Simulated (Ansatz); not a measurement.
# Sn wire along [111], 38 atoms a period, H-terminated: bands by functional

Aim: is the Sn wire along [111], 38 atoms a period, H-terminated a metal or a semiconductor?

Main program and level: Ansatz 0.2.0; DFT PBE, plane waves, PAW; relaxation of a wire's period; PAW set soft_1, in the first sound run; inputs show where later runs differ.

**1. The structure**

The cell holds 68 atoms: 38 Sn and 30 H. Its edges and angles: a = 19.062 Å, b = 20.959 Å, c = 11.518 Å, α = 90.0°, β = 90.0°, γ = 90.0°. Vacuum lies along a and b. The structure's axis is c.

**2. The relaxed wire**

Band widths follow the bond lengths, so the wire is relaxed first. The atoms and the third cell vector are free; the box across stays fixed as vacuum. A Fermi-Dirac smearing is set since the result may be a metal. The pressure printed is a third of the stress's trace over the whole box, vacuum included; only the stress along the axis is relaxed.

input.yaml reads:

```yaml
crystal:
  lattice:
    - [19.062, 0.0, 0.0]
    - [0.0, 20.959, 0.0]
    - [0.0, 0.0, 11.5181378703]
  atoms:
    - { symbol: Sn, position: [0.253324363, 0.629537154, 0.0] }
    - { symbol: Sn, position: [0.376665568, 0.435239874, 0.0] }
    - { symbol: Sn, position: [0.500006773, 0.629537154, 0.0] }
    - { symbol: Sn, position: [0.253324363, 0.629537154, 0.25] }
    - { symbol: Sn, position: [0.376665568, 0.435239874, 0.25] }
    - { symbol: Sn, position: [0.500006773, 0.240942594, 0.25] }
    - { symbol: Sn, position: [0.500006773, 0.629537154, 0.25] }
    - { symbol: Sn, position: [0.623347978, 0.435239874, 0.25] }
    - { symbol: Sn, position: [0.746689183, 0.629537154, 0.25] }
    - { symbol: H, position: [0.178365334, 0.409834671, 0.282688573] }
    - { symbol: H, position: [0.253324363, 0.291753, 0.282688573] }
    - { symbol: H, position: [0.425047744, 0.798429231, 0.282688573] }
    - { symbol: H, position: [0.574965803, 0.798429231, 0.282688573] }
    - { symbol: H, position: [0.746689183, 0.291753, 0.282688573] }
    - { symbol: H, position: [0.821648212, 0.409834671, 0.282688573] }
    - { symbol: H, position: [0.178365334, 0.590176597, 0.30064476] }
    - { symbol: H, position: [0.253324363, 0.708258268, 0.30064476] }
    - { symbol: H, position: [0.425047744, 0.201582037, 0.30064476] }
    - { symbol: H, position: [0.574965803, 0.201582037, 0.30064476] }
    - { symbol: H, position: [0.746689183, 0.708258268, 0.30064476] }
    - { symbol: H, position: [0.821648212, 0.590176597, 0.30064476] }
    - { symbol: Sn, position: [0.253324363, 0.370474114, 0.333333333] }
    - { symbol: Sn, position: [0.376665568, 0.564771394, 0.333333333] }
    - { symbol: Sn, position: [0.500006773, 0.370474114, 0.333333333] }
    - { symbol: Sn, position: [0.500006773, 0.759068675, 0.333333333] }
    - { symbol: Sn, position: [0.623347978, 0.564771394, 0.333333333] }
    - { symbol: Sn, position: [0.746689183, 0.370474114, 0.333333333] }
    - { symbol: Sn, position: [0.253324363, 0.370474114, 0.583333333] }
    - { symbol: Sn, position: [0.376665568, 0.564771394, 0.583333333] }
    - { symbol: Sn, position: [0.500006773, 0.370474114, 0.583333333] }
    - { symbol: Sn, position: [0.500006773, 0.759068675, 0.583333333] }
    - { symbol: Sn, position: [0.623347978, 0.564771394, 0.583333333] }
    - { symbol: Sn, position: [0.746689183, 0.370474114, 0.583333333] }
    - { symbol: H, position: [0.178365334, 0.539366191, 0.616021906] }
    - { symbol: H, position: [0.301706539, 0.733663471, 0.616021906] }
    - { symbol: H, position: [0.376665568, 0.22698724, 0.616021906] }
    - { symbol: H, position: [0.623347978, 0.22698724, 0.616021906] }
    - { symbol: H, position: [0.698307007, 0.733663471, 0.616021906] }
    - { symbol: H, position: [0.821648212, 0.539366191, 0.616021906] }
    - { symbol: H, position: [0.178365334, 0.331113557, 0.633978094] }
    - { symbol: H, position: [0.500006773, 0.837789788, 0.633978094] }
    - { symbol: H, position: [0.821648212, 0.331113557, 0.633978094] }
    - { symbol: Sn, position: [0.253324363, 0.500005634, 0.666666667] }
    - { symbol: Sn, position: [0.376665568, 0.305708354, 0.666666667] }
    - { symbol: Sn, position: [0.376665568, 0.694302914, 0.666666667] }
    - { symbol: Sn, position: [0.500006773, 0.500005634, 0.666666667] }
    - { symbol: Sn, position: [0.623347978, 0.694302914, 0.666666667] }
    - { symbol: Sn, position: [0.623347978, 0.305708354, 0.666666667] }
    - { symbol: Sn, position: [0.746689183, 0.500005634, 0.666666667] }
    - { symbol: Sn, position: [0.253324363, 0.500005634, 0.916666667] }
    - { symbol: Sn, position: [0.376665568, 0.305708354, 0.916666667] }
    - { symbol: Sn, position: [0.376665568, 0.694302914, 0.916666667] }
    - { symbol: Sn, position: [0.500006773, 0.500005634, 0.916666667] }
    - { symbol: Sn, position: [0.623347978, 0.694302914, 0.916666667] }
    - { symbol: Sn, position: [0.623347978, 0.305708354, 0.916666667] }
    - { symbol: Sn, position: [0.746689183, 0.500005634, 0.916666667] }
    - { symbol: H, position: [0.178365334, 0.668897711, 0.94935524] }
    - { symbol: H, position: [0.500006773, 0.16222148, 0.94935524] }
    - { symbol: H, position: [0.821648212, 0.668897711, 0.94935524] }
    - { symbol: H, position: [0.178365334, 0.460645077, 0.967311427] }
    - { symbol: H, position: [0.301706539, 0.266347797, 0.967311427] }
    - { symbol: H, position: [0.376665568, 0.773024028, 0.967311427] }
    - { symbol: H, position: [0.623347978, 0.773024028, 0.967311427] }
    - { symbol: H, position: [0.698307007, 0.266347797, 0.967311427] }
    - { symbol: H, position: [0.821648212, 0.460645077, 0.967311427] }
    - { symbol: Sn, position: [0.500006773, 0.240942594, 0.0] }
    - { symbol: Sn, position: [0.623347978, 0.435239874, 0.0] }
    - { symbol: Sn, position: [0.746689183, 0.629537154, 0.0] }
kpoints:
  mp_grid: { grid: [1, 1, 7] }
scf:
  occupations: { method: fermi_dirac, width: 0.05 }
hamiltonian:
  xc: pbe
  pseudopotentials: { kind: paw, azcp: { folder: soft_1 } }
relax:
  cell: { fix: [a, b, alpha, beta, gamma] }
  max_steps: 45
  f_tol: 0.03
```

Run with:

```bash
ansatz run input.yaml --threads 4 --pin off --max-ram 16384MiB --backend cpu --events-out ev --progress --plain --runs-dir out
```

Numbers of over 12 decimals in the logs are rounded to 6 here.

What it wrote:

```text
Engine: ansatz 0.2.0, x86_64-unknown-linux-gnu
Pseudopotentials: kind: paw
Pseudopotential: Sn, paw, valence charge 14, recommended cutoff 420 eV (normal), soft_1/Sn.paw.azcp
Pseudopotential: H, paw, valence charge 1, recommended cutoff 420 eV (normal), soft_1/H.paw.azcp
Functional definition: PBE
  parameter kappa = 0.804
  parameter beta = 0.066725
  exchange = pbe_x(kappa = kappa, mu = beta*pi^2/3)
  correlation = pbe_c(beta = beta)
Crystal: 68 atoms, lattice volume = 4601.732 Å³
Basis set: ecut = 420 eV, 89847 PW (Γ), exchange–correlation on 256×288×160 points (8 copies of the dense FFT grid, shifted against one another)
Bands: 349, of which v1, the nominal top of the filled ones, is band 281 counted from 1 (280 counted from 0)
Symmetry: 4 space group operations
Space group: P2/m (ITA 10), of the structure as read, at distance tolerance 1.7e-4 Å
k-points: 4 of 7
Non-local potential: Sn, projectors of the file, l = 0: 2, l = 1: 2, l = 2: 2, l = 3: 1
Non-local potential: H, projectors of the file, l = 0: 2, l = 1: 1
PAW form: soft (Blöchl's): semilocal exchange-correlation on the pseudo side does not see the compensation charge
PAW one-centre angular grid: Sn, 590 points (default); XC on 64 Gauss nodes
PAW one-centre angular grid: H, 110 points (default); XC on 64 Gauss nodes
Initial density: superposition of atomic densities (neutral atoms: chi_scale 0, normalization atom)
Initial wavefunctions: pseudopotential atomic-orbital guess
Functional: x = pbe(κ = 0.804, μ = 0.219515), c = pbe(β = 0.066725)
SCF iter   1: F=—  HF=-229394.380835 eV  |F-HF|=—  |Δ(HF+E_count)|=         —  Δρ=2.53e-2  dr2=3.12e1  ethr=3.10e-3  ⟨swp⟩=6.8  Hψ=6167  notcnv=0  defer=81
preconditioner: auto → Resta (q_TF=auto, 1.922 Å⁻¹)  ε∞=1.9  [insulator: Δε(μ)=0.805 eV  Ē_g=7.691 eV  σ=0.050 eV  W_gap=1.00  n_scr=564 (ndim 8)  ℏωp=7.4 eV  f_vac=0.574  D(μ)=0.00/eV (n_scr^D=0)  ε∞_Penn≈1.9  vacuum switching on, ρ_ref=4.3e-3 e/Å³]
SCF iter   2: F=—  HF=-229387.207711 eV  |F-HF|=—  |Δ(HF+E_count)|=    7.17e0  Δρ=9.65e-3  dr2=6.84e0  ethr=3.10e-3  ⟨swp⟩=3.0  Hψ=1986  notcnv=0  defer=219
SCF iter   3: F=—  HF=-229386.327019 eV  |F-HF|=—  |Δ(HF+E_count)|=   8.81e-1  Δρ=4.25e-3  dr2=3.79e0  ethr=1.22e-3  ⟨swp⟩=3.5  Hψ=1917  notcnv=0  defer=225
SCF iter   4: F=—  HF=-229385.781249 eV  |F-HF|=—  |Δ(HF+E_count)|=   5.46e-1  Δρ=1.26e-3  dr2=2.03e-1  ethr=6.74e-4  ⟨swp⟩=4.0  Hψ=1924  notcnv=0  defer=227
SCF iter   5: F=—  HF=-229385.785347 eV  |F-HF|=—  |Δ(HF+E_count)|=   4.10e-3  Δρ=4.81e-4  dr2=1.22e-2  ethr=3.62e-5  ⟨swp⟩=3.0  Hψ=1908  notcnv=0  defer=213
SCF iter   6: F=—  HF=-229385.792847 eV  |F-HF|=—  |Δ(HF+E_count)|=   7.50e-3  Δρ=1.70e-4  dr2=3.45e-3  ethr=2.17e-6  ⟨swp⟩=2.0  Hψ=1547  notcnv=0  defer=213
SCF iter   7: F=—  HF=-229385.793970 eV  |F-HF|=—  |Δ(HF+E_count)|=   1.12e-3  Δρ=6.25e-5  dr2=9.66e-4  ethr=6.14e-7  ⟨swp⟩=2.0  Hψ=1547  notcnv=0  defer=213
SCF iter   8: F=—  HF=-229385.794029 eV  |F-HF|=—  |Δ(HF+E_count)|=   5.87e-5  Δρ=1.99e-5  dr2=2.95e-5  ethr=1.72e-7  ⟨swp⟩=2.0  Hψ=1444  notcnv=0  defer=213
SCF iter   9: F=—  HF=-229385.793866 eV  |F-HF|=—  |Δ(HF+E_count)|=   1.63e-4  Δρ=7.58e-6  dr2=5.26e-6  ethr=5.25e-9  ⟨swp⟩=3.0  Hψ=2826  notcnv=0  defer=213
SCF iter  10: F=—  HF=-229385.793872 eV  |F-HF|=—  |Δ(HF+E_count)|=   5.64e-6  Δρ=2.63e-6  dr2=4.41e-7  ethr=9.36e-10  ⟨swp⟩=3.0  Hψ=2669  notcnv=0  defer=213
SCF iter  11: F=-229385.793873 eV  HF=-229385.793873 eV  |F-HF|=4.66e-10  |Δ(HF+E_count)|=   1.02e-6  Δρ=7.42e-7  dr2=6.79e-8  ethr=1.78e-11  ⟨swp⟩=5.0  Hψ=4383  notcnv=0
SCF 1 converged in 11 iterations: F = -229385.793873 eV  dr2 = 6.79e-8
  greatest PAW one-centre occupation: 0.991 electrons in one spin orbital (limit 2), on the Sn atom at site 21 (counted from 0), in its partial waves of l = 2
relax step   1: F+E_penalty+E_count = -229385.79387309 eV  Δ(F+E_penalty+E_count) = +0.000e0 eV  max|allowed force component| = 1.989e-1 eV/Å  Δτ_max = 0.0000 Å  P = -0.363 GPa  Ω = 4601.732 Å³  fix = [a, b, alpha, beta, gamma]  reactions: a -0.409, b -0.410 GPa; alpha -0.000 GPa/rad  (11 SCF iters, dr2 threshold 1.00e-7 eV, accepted)
Crystal: 68 atoms, lattice volume = 4566.738 Å³
Basis set: ecut = 420 eV, 89159 PW (Γ), exchange–correlation on 256×288×160 points (8 copies of the dense FFT grid, shifted against one another)
Initial density: handed on by an earlier stage of this run
Initial wavefunctions: those handed on with the density
iter 1 solved again at ethr=2.85e-4 eV; its pass at ethr=3.10e-3 eV (dr2=1.60e0 eV) is discarded
SCF iter   1: F=—  HF=-229385.093745 eV  |F-HF|=—  |Δ(HF+E_count)|=         —  Δρ=6.76e-3  dr2=1.60e0  ethr=2.85e-4  ⟨swp⟩=7.5  Hψ=7268  notcnv=0  defer=2
preconditioner: auto → Resta (q_TF=auto, 1.924 Å⁻¹)  ε∞=1.5  [insulator: Δε(μ)=1.335 eV  Ē_g=19.032 eV  σ=0.050 eV  W_gap=1.00  n_scr=564 (ndim 8)  ℏωp=13.0 eV  f_vac=0.629  D(μ)=0.00/eV (n_scr^D=0)  ε∞_Penn≈1.5  vacuum switching on, ρ_ref=2.6e-2 e/Å³]
SCF iter   2: F=—  HF=-229384.904880 eV  |F-HF|=—  |Δ(HF+E_count)|=   1.89e-1  Δρ=3.16e-3  dr2=4.79e-1  ethr=2.84e-4  ⟨swp⟩=6.8  Hψ=2312  notcnv=0  defer=52
SCF iter   3: F=—  HF=-229384.939245 eV  |F-HF|=—  |Δ(HF+E_count)|=   3.44e-2  Δρ=1.81e-3  dr2=5.98e-1  ethr=8.53e-5  ⟨swp⟩=4.8  Hψ=2991  notcnv=0  defer=204
SCF iter   4: F=—  HF=-229384.852278 eV  |F-HF|=—  |Δ(HF+E_count)|=   8.70e-2  Δρ=2.93e-4  dr2=6.03e-3  ethr=8.53e-5  ⟨swp⟩=3.8  Hψ=1612  notcnv=0  defer=204
SCF iter   5: F=—  HF=-229384.853063 eV  |F-HF|=—  |Δ(HF+E_count)|=   7.85e-4  Δρ=1.22e-4  dr2=2.96e-3  ethr=1.07e-6  ⟨swp⟩=2.8  Hψ=2198  notcnv=0  defer=204
SCF iter   6: F=—  HF=-229384.852703 eV  |F-HF|=—  |Δ(HF+E_count)|=   3.59e-4  Δρ=5.56e-5  dr2=1.80e-4  ethr=5.26e-7  ⟨swp⟩=2.0  Hψ=1439  notcnv=0  defer=204
SCF iter   7: F=—  HF=-229384.852572 eV  |F-HF|=—  |Δ(HF+E_count)|=   1.31e-4  Δρ=2.09e-5  dr2=2.46e-5  ethr=3.20e-8  ⟨swp⟩=2.0  Hψ=1756  notcnv=0  defer=204
SCF iter   8: F=-229384.852580 eV  HF=-229384.852579 eV  |F-HF|=2.74e-7  |Δ(HF+E_count)|=   7.52e-6  Δρ=6.44e-6  dr2=1.81e-6  ethr=4.40e-10  ⟨swp⟩=4.0  Hψ=5413  notcnv=0
SCF 2 converged in 8 iterations: F = -229384.852580 eV  dr2 = 1.81e-6
  greatest PAW one-centre occupation: 0.990 electrons in one spin orbital (limit 2), on the Sn atom at site 66 (counted from 0), in its partial waves of l = 2
[...]
--- Forces (eV/Å), atoms counted from 1 ---
  atom   1  Sn    -0.00541309     0.00313450     0.00164791
  atom   2  Sn    -0.00880267    -0.00506019    -0.00568099
  atom   3  Sn     0.00000000     0.01014267    -0.00566394
  atom   4  Sn     0.02010639    -0.01157177    -0.01761473
  atom   5  Sn    -0.01484721    -0.00856734    -0.00190926
  atom   6  Sn     0.00000000     0.02310292    -0.01762167
  atom   7  Sn     0.00000000     0.01712320    -0.00194385
  atom   8  Sn     0.01484721    -0.00856734    -0.00190926
  atom   9  Sn    -0.02010639    -0.01157177    -0.01761473
  atom  10  H      0.00393695    -0.00044110    -0.01092159
  atom  11  H      0.00156878     0.00366474    -0.01082223
  atom  12  H      0.00235235    -0.00318949    -0.01077846
  atom  13  H     -0.00235235    -0.00318949    -0.01077846
  atom  14  H     -0.00156878     0.00366474    -0.01082223
  atom  15  H     -0.00393695    -0.00044110    -0.01092159
  atom  16  H      0.00393695     0.00044110     0.01092159
  atom  17  H      0.00156878    -0.00366474     0.01082223
  atom  18  H      0.00235235     0.00318949     0.01077846
  atom  19  H     -0.00235235     0.00318949     0.01077846
  atom  20  H     -0.00156878    -0.00366474     0.01082223
  atom  21  H     -0.00393695     0.00044110     0.01092159
  atom  22  Sn     0.02010639     0.01157177     0.01761473
  atom  23  Sn    -0.01484721     0.00856734     0.00190926
  atom  24  Sn     0.00000000    -0.01712320     0.00194385
  atom  25  Sn     0.00000000    -0.02310292     0.01762167
  atom  26  Sn     0.01484721     0.00856734     0.00190926
  atom  27  Sn    -0.02010639     0.01157177     0.01761473
  atom  28  Sn    -0.00541309    -0.00313450    -0.00164791
  atom  29  Sn    -0.00880267     0.00506019     0.00568099
  atom  30  Sn     0.00000000    -0.01014267     0.00566394
  atom  31  Sn     0.00000000     0.00602601    -0.00182981
  atom  32  Sn     0.00880267     0.00506019     0.00568099
  atom  33  Sn     0.00541309    -0.00313450    -0.00164791
  atom  34  H     -0.00034466     0.00785510    -0.00568581
  atom  35  H     -0.00703652    -0.00358480    -0.00565669
  atom  36  H      0.00662083    -0.00423123    -0.00559038
  atom  37  H     -0.00662083    -0.00423123    -0.00559038
  atom  38  H      0.00703652    -0.00358480    -0.00565669
  atom  39  H      0.00034466     0.00785510    -0.00568581
  atom  40  H      0.01958358     0.01127559    -0.00761228
[...]
atom  57  H      0.01958358    -0.01127559     0.00761228
  atom  58  H      0.00000000     0.02236514     0.00757515
  atom  59  H     -0.01958358    -0.01127559     0.00761228
  atom  60  H     -0.00034466    -0.00785510     0.00568581
  atom  61  H     -0.00703652     0.00358480     0.00565669
  atom  62  H      0.00662083     0.00423123     0.00559038
  atom  63  H     -0.00662083     0.00423123     0.00559038
  atom  64  H      0.00703652     0.00358480     0.00565669
  atom  65  H      0.00034466    -0.00785510     0.00568581
  atom  66  Sn     0.00000000    -0.00602601     0.00182981
  atom  67  Sn     0.00880267    -0.00506019    -0.00568099
  atom  68  Sn     0.00541309     0.00313450     0.00164791
  max |Σ_I F_I| component: 1.26e-17 eV/Å
--- Stress (GPa, compression-positive) ---
       -0.036516      -0.000000      -0.000000
       -0.000000      -0.037719      -0.000040
       -0.000000      -0.000040      -0.021859
  P = ⅓ Tr σ = -0.0320 GPa (-0.320 kbar)
--- Relaxed structure (4 steps of the walk, 3 accepted, 1 SCFs on fresh bases) ---
  F+E_penalty+E_count = -229386.01732316 eV   max|allowed force component| = 2.310e-2 eV/Å   (the final SCF, on the basis selected at the relaxed cell)
  cell:  # Å, volume = 4606.8894 Å³
    - [19.062, 0, 0]
    - [0, 20.959, 0]
    - [0, 0, 11.531048]
  atoms:
    - { symbol: Sn, position: [0.255947, 0.628156, 0.00107365] }
    - { symbol: Sn, position: [0.377368, 0.435600, 0.00029925] }
    - { symbol: Sn, position: [0.5, 0.628790, 0.000293975] }
    - { symbol: Sn, position: [0.256159, 0.628045, 0.247251] }
    - { symbol: Sn, position: [0.377580, 0.435717, 0.249634] }
    - { symbol: Sn, position: [0.5, 0.243913, 0.247260] }
    - { symbol: Sn, position: [0.5, 0.628566, 0.249630] }
    - { symbol: Sn, position: [0.622420, 0.435717, 0.249634] }
    - { symbol: Sn, position: [0.743841, 0.628045, 0.247251] }
    - { symbol: H, position: [0.180815, 0.409067, 0.285644] }
    - { symbol: H, position: [0.253834, 0.294057, 0.285629] }
    - { symbol: H, position: [0.426990, 0.796867, 0.285605] }
    - { symbol: H, position: [0.573010, 0.796867, 0.285605] }
    - { symbol: H, position: [0.746166, 0.294057, 0.285629] }
    - { symbol: H, position: [0.819185, 0.409067, 0.285644] }
    - { symbol: H, position: [0.180815, 0.590933, 0.297689] }
    - { symbol: H, position: [0.253834, 0.705943, 0.297704] }
    - { symbol: H, position: [0.426990, 0.203133, 0.297729] }
    - { symbol: H, position: [0.573010, 0.203133, 0.297729] }
    - { symbol: H, position: [0.746166, 0.705943, 0.297704] }
    - { symbol: H, position: [0.819185, 0.590933, 0.297689] }
    - { symbol: Sn, position: [0.256159, 0.371955, 0.336082] }
    - { symbol: Sn, position: [0.377580, 0.564283, 0.333699] }
    - { symbol: Sn, position: [0.5, 0.371434, 0.333703] }
    - { symbol: Sn, position: [0.5, 0.756087, 0.336073] }
    - { symbol: Sn, position: [0.622420, 0.564283, 0.333699] }
    - { symbol: Sn, position: [0.743841, 0.371955, 0.336082] }
    - { symbol: Sn, position: [0.255947, 0.371844, 0.582260] }
    - { symbol: Sn, position: [0.377368, 0.564400, 0.583034] }
    - { symbol: Sn, position: [0.5, 0.371210, 0.583039] }
    - { symbol: Sn, position: [0.5, 0.756322, 0.582254] }
    - { symbol: Sn, position: [0.622632, 0.564400, 0.583034] }
    - { symbol: Sn, position: [0.744053, 0.371844, 0.582260] }
    - { symbol: H, position: [0.181821, 0.537951, 0.619045] }
    - { symbol: H, position: [0.304763, 0.731634, 0.619024] }
    - { symbol: H, position: [0.377061, 0.230407, 0.619019] }
    - { symbol: H, position: [0.622939, 0.230407, 0.619019] }
    - { symbol: H, position: [0.695237, 0.731634, 0.619024] }
    - { symbol: H, position: [0.818179, 0.537951, 0.619045] }
    - { symbol: H, position: [0.181323, 0.332675, 0.632951] }
    - { symbol: H, position: [0.5, 0.834679, 0.632957] }
    - { symbol: H, position: [0.818677, 0.332675, 0.632951] }
    - { symbol: Sn, position: [0.256681, 0.498787, 0.668326] }
    - { symbol: Sn, position: [0.377183, 0.308946, 0.668331] }
    - { symbol: Sn, position: [0.379491, 0.692270, 0.668319] }
    - { symbol: Sn, position: [0.5, 0.500002, 0.666510] }
    - { symbol: Sn, position: [0.620509, 0.692270, 0.668319] }
    - { symbol: Sn, position: [0.622817, 0.308946, 0.668331] }
    - { symbol: Sn, position: [0.743319, 0.498787, 0.668326] }
    - { symbol: Sn, position: [0.256681, 0.501213, 0.915007] }
    - { symbol: Sn, position: [0.379491, 0.307730, 0.915015] }
    - { symbol: Sn, position: [0.377183, 0.691054, 0.915003] }
    - { symbol: Sn, position: [0.5, 0.499998, 0.916823] }
    - { symbol: Sn, position: [0.622817, 0.691054, 0.915003] }
    - { symbol: Sn, position: [0.620509, 0.307730, 0.915015] }
    - { symbol: Sn, position: [0.743319, 0.501213, 0.915007] }
    - { symbol: H, position: [0.181323, 0.667325, 0.950383] }
    - { symbol: H, position: [0.5, 0.165321, 0.950376] }
    - { symbol: H, position: [0.818677, 0.667325, 0.950383] }
    - { symbol: H, position: [0.181821, 0.462049, 0.964289] }
    - { symbol: H, position: [0.304763, 0.268366, 0.964310] }
    - { symbol: H, position: [0.377061, 0.769593, 0.964314] }
    - { symbol: H, position: [0.622939, 0.769593, 0.964314] }
    - { symbol: H, position: [0.695237, 0.268366, 0.964310] }
    - { symbol: H, position: [0.818179, 0.462049, 0.964289] }
    - { symbol: Sn, position: [0.5, 0.243678, 0.00107893] }
    - { symbol: Sn, position: [0.622632, 0.435600, 0.00029925] }
    - { symbol: Sn, position: [0.744053, 0.628156, 0.00107365] }
[key lines of the parts left out:]
SCF converged after 6 iterations
Free energy (F): -229386.017323 eV
Fermi energy:    -0.809739 eV
```

Elapsed: 9.9 min, on 4 threads of Intel Xeon Platinum 8375C at 2.90GHz (Ice Lake), shared host; peak memory 9.3 GiB.

Step by step:

```csv
step,energy less that of the first step (eV),largest force component (eV/Å),pressure (GPa),volume (Å³)
1,0.0000,0.1989,-0.36,4601.73
2,0.9413,1.0637,0.50,4566.74
3,-0.2156,0.0713,-0.07,4598.74
4,-0.2231,0.0231,-0.03,4606.89
5*,-0.2235,0.0231,-0.03,4606.89
```

Relaxation steps marked * repeat the geometry before them on a plane-wave basis chosen anew for their cell, so energy and pressure can jump there. Relaxation step 2 was tried and not accepted.

The run keeps the 4 symmetry operations that it works with, so distortions that break them were not tested.

```csv
cell as run,before,after,change
c (Å),11.518,11.531,+0.1 %
```

The atoms that moved most (Å, along periodic axes as changes of fractional coordinates times the final cell, across vacuum about the mean position):

| atom | dx | dy | dz | length |
| --- | --- | --- | --- | --- |
| H34 | 0.066 | -0.030 | 0.035 | 0.080 |
| H39 | -0.066 | -0.030 | 0.035 | 0.080 |
| H60 | 0.066 | 0.030 | -0.035 | 0.080 |
| H65 | -0.066 | 0.030 | -0.035 | 0.080 |
| H36 | 0.008 | 0.072 | 0.035 | 0.080 |
| H37 | -0.008 | 0.072 | 0.035 | 0.080 |
| H62 | 0.008 | -0.072 | -0.035 | 0.080 |
| H63 | -0.008 | -0.072 | -0.035 | 0.080 |

Numbers from this step:

* cell length along the wire: 11.53 Å

The cell's length comes to 11.531 Å with spin left out.

(Part 1 of 2 ends here.)

[Logs are printed without paths, hosts, clocks, repeated set-up lines and the standing remarks that a program may print on its own settings, such as how far it seeks lower states.]

[Hosts, paths, dates, database ids (printed as entryN), source tags and the programs' standing remarks are cut or masked in the printed files.]
